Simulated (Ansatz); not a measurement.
# Mg (Im-3m, 1 atom in the cell): phonons and vibrational spectra, part 2 of 2

Aim: the vibrations of Mg (Im-3m, 1 atom in the cell), their spectra, and whether the structure is stable.

Ansatz 0.2.0; DFT PBEsol, scalar-relativistic, plane waves, PseudoDojo norm-conserving pseudopotentials.

So far. Step 3 (Relaxing to small forces for the phonons): The forces vanish by symmetry and the pressure is 0.006 GPa, within the tolerances set. The cell now holds 22.51 Å³/atom. The relaxed cell has a = 3.557 Å (conventional setting).

This is not the structure that Mg takes at ambient pressure and room temperature (hexagonal, No. 194); it is a model or a phase of other conditions.

### Step 4. Phonons on a q mesh

Stability and thermal properties need the whole zone. Linear response on a 4×4×4 q mesh gives force constants as far as a supercell of that size would.

input.yaml

```yaml
crystal:
  lattice:
    - [-1.7787033697, 1.7787033697, 1.7787033697]
    - [1.7787033697, -1.7787033697, 1.7787033697]
    - [1.7787033697, 1.7787033697, -1.7787033697]
  atoms:
    - { symbol: Mg, position: [0.0, 0.0, 0.0] }
kpoints:
  mp_grid: { grid: [16, 16, 16] }
hamiltonian:
  xc: pbesol
  pseudopotentials: { kind: nc, accuracy: standard }
scf:
  occupations: { method: methfessel_paxton, width: 0.15 }
output:
  eigenvalues: true
phonons:
  method: dfpt
  qmesh: [4, 4, 4]
  temperatures: { t_max: 1000, t_step: 50 }
  qpath:
    path:
      - [[0.0, 0.0, 0.0], [0.5, -0.5, 0.5], [0.0, 0.0, 0.5], [0.0, 0.0, 0.0], [0.25, 0.25, 0.25], [0.5, -0.5, 0.5]]
      - [[0.25, 0.25, 0.25], [0.0, 0.0, 0.5]]
    npoints: 10
```

Command:

```bash
> ansatz run input.yaml --threads 4 --pin off --max-ram 7168MiB --backend cpu --events-out ev --progress --plain --runs-dir out
```

Numbers of over 12 decimals in the logs are rounded to 6 here.

Output:

```text
[...]
Crystal: 1 atoms, lattice volume = 22.510 Å³
Basis set: ecut = 1142.878222 eV, 1985 PW (Γ), exchange–correlation on 72×72×72 points (8 copies of the dense FFT grid, shifted against one another)
Bands: 9, of which v1, the nominal top of the filled ones, is band 5 counted from 1 (4 counted from 0)
Symmetry: 48 space group operations
k-points: 145 of 4096
[...]
SCF iter   1: F=—  HF=-1613.770150 eV  |F-HF|=—  |Δ(HF+E_count)|=         —  Δρ=1.43e-2  dr2=5.09e-2  ethr=3.10e-3  ⟨swp⟩=5.4  Hψ=10052  notcnv=0
[...]
SCF iter   8: F=-1613.759342 eV  HF=-1613.759342 eV  |F-HF|=2.50e-12  |Δ(HF+E_count)|=  2.29e-10  S|Δr|=    0.00e0  Δρ=1.91e-7  dr2=3.10e-12  ethr=1.00e-12  ⟨swp⟩=5.0  Hψ=6063  notcnv=0
SCF 1 converged in 8 iterations: F = -1613.759342 eV  dr2 = 3.10e-12
NSCF: frozen V_eff on 145 k-points
WARN: eigensolver did not converge in 37 slots of this pass, the one above among them; of largest residual over every band (k=103): 1 band(s) unlocked (lowest unlocked band 8, counted from 0; max residual 5.92e-2 eV among the unlocked bands, 5.92e-2 eV over every band); of lowest unlocked band (k=0): band 8
[...]
DFPT response loops at q = (0, 0, 0) (fractional): preconditioner auto → Kerker (q_TF=auto, 2.383 Å⁻¹) (partly filled bands, converged f_vac=0.000); β = 1.00, the filter's whole step (`scf.mixing.beta` (0.50) is not read by the response loops under this deck's `scf.mixing.preconditioner`; to damp them name `kerker` or `kerker_dos`, under which they read `scf.mixing.beta`, and type it under 1.00, their step now; both keys bind the ground state too); Broyden in place of MSR1
[...]
phonons.qmesh, q = [0.0000, 0.2500, 0.2500]: its response loops start from zero, take more passes and end by a threshold: the memory limit or budget leaves too little room for the subspace of the ground state's own states beside the solves, or none could be made (phonons.method)
[...]
SCF converged after 8 iterations
[...]
Free energy (F): -1613.759342 eV
[...]
Internal energy: -1613.759361 eV  (E = F + TS)
E sigma→0 (E₀):  -1613.759347 eV
Entropy (-TS):   0.000020 eV (0.020 meV/atom)
Fermi energy:    5.756622 eV
[...]
--- Band table (eV; the first three rows and the last of 145) ---
[...]
--- Phonons (Γ-DFPT): 1 representative perturbation + reference (Σ response iterations 3) ---
  ASR residual: 2.210e-3 → 0.000e0 eV/Å²; symmetrization residual: 1.301e-18 eV/Å²
  ASR residual per site (eV/Å²): 2.21e-3
  Γ frequencies (cm⁻¹): 0.00 0.00 0.00
--- Phonons (arbitrary-q DFPT): 8 irreducible q on the 4×4×4 mesh ---
  q = [0.0000, 0.0000, 0.0000] (star 1, of the zone-centre solve; hermiticity 2.74e-25, symmetrization 9.81e-16): -0.00 -0.00 -0.00
  q = [0.0000, 0.0000, 0.2500] (star 12, 2 solved perturbations in 3336 linear systems a pass and spin channel, the states on 2176 of 4096 k-point pairs; hermiticity 5.60e-13, symmetrization 2.42e-12, the responses' own estimated error 6.2e-5 eV/Å²): -15.37 131.61 181.97
[...]
q = [0.2500, 0.2500, 0.2500] (star 2, 1 solved perturbation on 589 of 4096 k-point pairs; hermiticity 1.84e-12, symmetrization 4.37e-12, the responses' own estimated error 6.3e-5 eV/Å²): 176.18 176.18 176.18
[...]
sum rule: each row above includes the acoustic sum rule's correction from the zone centre's row sums; it moved no ω² by more than (4.97 cm⁻¹)²
  mesh force constants: q→R imaginary residual 0.00e0; ASR residual 2.210e-3 → 0.000e0 eV/Å²; symmetrization residual 8.882e-16 eV/Å²
  interpolated dispersion: 62 rows × 3 modes
  density of states and harmonic sums: on the 24×24×24 q-mesh, interpolated from the force constants of a 4×4×4 supercell (no non-analytic term)
  largest difference from the sums on the solved wave vectors: F 7.44e-2 eV, S 9.99e-5 and C_V 2.57e-5 eV/K
  zero-point energy: 0.030500 eV/cell   skipped modes (ω ≤ 0): 21, of them read as no rigid motion or as one in doubt: 18 (3.168e-2 modes/cell left out, lowest -32.50 cm⁻¹)   left out of the sums: 1.06e-2 of the cell's modes: C_V's classical limit lies that fraction below 3 k_B per atom; for a crystal, a wire or a layer, F and S can be off by more, and a phonons.interpolated_qmesh denser along its periods is the remedy for the sampling
```

The job ended after 3.3 min (4 threads of Arm Neoverse V2, shared host; peak memory 4.8 GiB; 13 min of CPU time).

This step gave:

```
sum-rule residual before enforcement                    : 0.002210 eV/Å²
lowest frequency on the path                            : -32.50 cm⁻¹
highest frequency on the path or at a solved wavevector : 255.7 cm⁻¹
lowest mode on the q mesh (acoustic modes at Γ apart)   : -32.45 cm⁻¹
```

Frequencies (cm⁻¹) solved at each irreducible wavevector; negative means imaginary. Frequencies by wavevector, by row:

```csv
q in reciprocal lattice units,star,mode 1,mode 2,mode 3
0 0 0,1,0,0,0
0 0 0.25,12,-15.4,131.6,182
0 0 -0.5,6,-32.5,185,255.7
0 0.25 0.25,24,96.4,173.6,232.4
0.25 0.25 0.25,2,176.2,176.2,176.2
0.25 0.25 -0.25,6,171.9,171.9,174.3
0.25 -0.5 -0.5,12,171.1,211.2,246.7
-0.5 -0.5 -0.5,1,237.8,237.8,237.8
```

Interpolated from a 4×4×4 q mesh. The phonon branches at the labelled points (cm⁻¹):

```csv
point,branch 1,branch 2,branch 3
Γ,0,0,0
halfway,172,172,174
H,238,238,238
halfway,171,211,247
N,-32,185,256
halfway,-15,132,182
Γ,0,0,0
halfway,96,96,212
P,176,176,176
halfway,144,226,226
H,238,238,238
jump to P,176,176,176
halfway,91,180,231
N,-32,185,256
```

The phonon branches as a text plot (rows in cm⁻¹):

```
    250 |               *******                                **
    238 |          *****       *                       ****   *
    226 |         *   **        *           **       **      *
    214 |        *     ***                 *  *    **   *   *
    202 |       *         *                    *  *    *
    190 |       *       *  ***            *      *         *   **
    178 |     **              ** *              *     *    ****
    166 |                *      *              *           *
    154 |                         *      *       *
    142 |    *            *                   *      *
    130 |                        *           *    *         *
    118 |   *                      *               **
    106 |                         *     *   *                *
     94 |                                  *
     82 |  *                       **     *
     70 |                  *                                  *
     58 |                           *  * *
     46 | *                          *  *
     34 |                            *
     22 |                   *          *                       *
     10 |                         ****
     -2 |*                            *
    -14 |                        *
    -26 |                    ****                               *
         Γ           H       N        Γ         P        H|P    N
```

Tetrahedra on a 24×24×24 mesh, mean over bins of 5 cm-1. Interpolated from a 4×4×4 q mesh. Table of phonon density of states by wavenumber; read off at these points:

```csv
wavenumber (cm⁻¹),phonon density of states (1/cm⁻¹/cell)
-32,5.0e-5
-22,8.9e-4
-12,8.2e-4
-2,8.5e-4
8,0.00109
18,0.00182
28,0.00308
38,0.00429
48,0.00567
58,0.00655
68,0.00796
78,0.00866
88,0.00942
98,0.0104
108,0.0112
118,0.0104
128,0.00965
138,0.00969
148,0.0106
158,0.0119
168,0.0143
178,0.0202
182,0.0243
188,0.0205
198,0.0158
208,0.0150
218,0.0168
228,0.0261
238,0.0343
248,0.0129
258,8.0e-5
```

Second derivatives of the energy by pair, one row for each kind of neighbour of each atom listed. Each entry sums the pair over the periodic images of the supercell that the q mesh stands for, and in a polar crystal it holds the long-range dipole part too. Force constants by pair, by row:

```csv
atom,neighbour,distance (Å),third of the trace (eV/Å²),along the pair's line (eV/Å²)
Mg1,itself,0,2.768,–
Mg1,Mg,3.081,-0.3151,-1.035
Mg1,Mg,3.557,-0.0198,-0.0044
Mg1,Mg,5.031,-0.0094,-0.0356
Mg1,Mg,5.899,-3.00e-4,0.0044
Mg1,Mg,6.162,0.0177,0.0395
Mg1,Mg,7.115,-0.0015,-0.0165
```

Symmetry leaves 8 wavevectors to solve. The lowest mode among them, the acoustic zeros apart, lies at q = (0, 0, -0.5) and is imaginary, 32.5i cm⁻¹, so the energy falls along it.

### Step 5. Another isotope

An isotope changes the mass and not the force constants, so no new electronic calculation is needed; the shifts show which modes move this element.

The same force constants with the mass of Mg changed from 24.305 to 25.983 u (phonopy, no LO-TO term). Both lists are sorted by frequency. Modes under 3 cm⁻¹ are left out. Isotope shifts, by row:

```csv
q,rank,natural mass (cm⁻¹),changed mass (cm⁻¹)
0 0 0.25,1,-15.37,-14.86
0 0 0.25,2,131.6,127.3
0 0 0.25,3,182,176
0 0 -0.5,1,-32.45,-31.38
0 0 -0.5,2,185,178.9
0 0 -0.5,3,255.7,247.3
0 0.25 0.25,1,96.43,93.26
0 0.25 0.25,2,173.6,167.9
0 0.25 0.25,3,232.4,224.8
```

With one element every mode shifts by -3.28 %.

### Step 6. Results

```
space group after relaxation (within 0.01 Å)            : Im-3m
volume per atom                                         : 22.5 Å³
electronic character                                    : no gap on this mesh
lowest mode on the q mesh (acoustic modes at Γ apart)   : -32.5 cm⁻¹
highest frequency on the path or at a solved wavevector : 256 cm⁻¹
imaginary modes on the 4×4×4 q mesh                     : yes
```

**Reading.** Modes are clearly imaginary (beyond 10i cm⁻¹) at 2 of the 8 irreducible wavevectors, most at q = (0, 0, -0.5) (32.5i cm⁻¹), so this structure is not a minimum of the energy. With no gap, or one that is small against the smearing, the frequencies hang on the k mesh and the smearing, most of all near Kohn anomalies. A phonon run warned that its eigensolver left some bands unconverged in a pass. These are harmonic frequencies at zero temperature: anharmonic shifts, linewidths and thermal expansion are left out.

[Logs are printed without paths, hosts, clocks, repeated set-up lines and the standing remarks that a program may print on its own settings, such as how far it seeks lower states.]

[Hosts, paths, dates, database ids (printed as entryN), source tags and the programs' standing remarks are cut or masked in the printed files.]
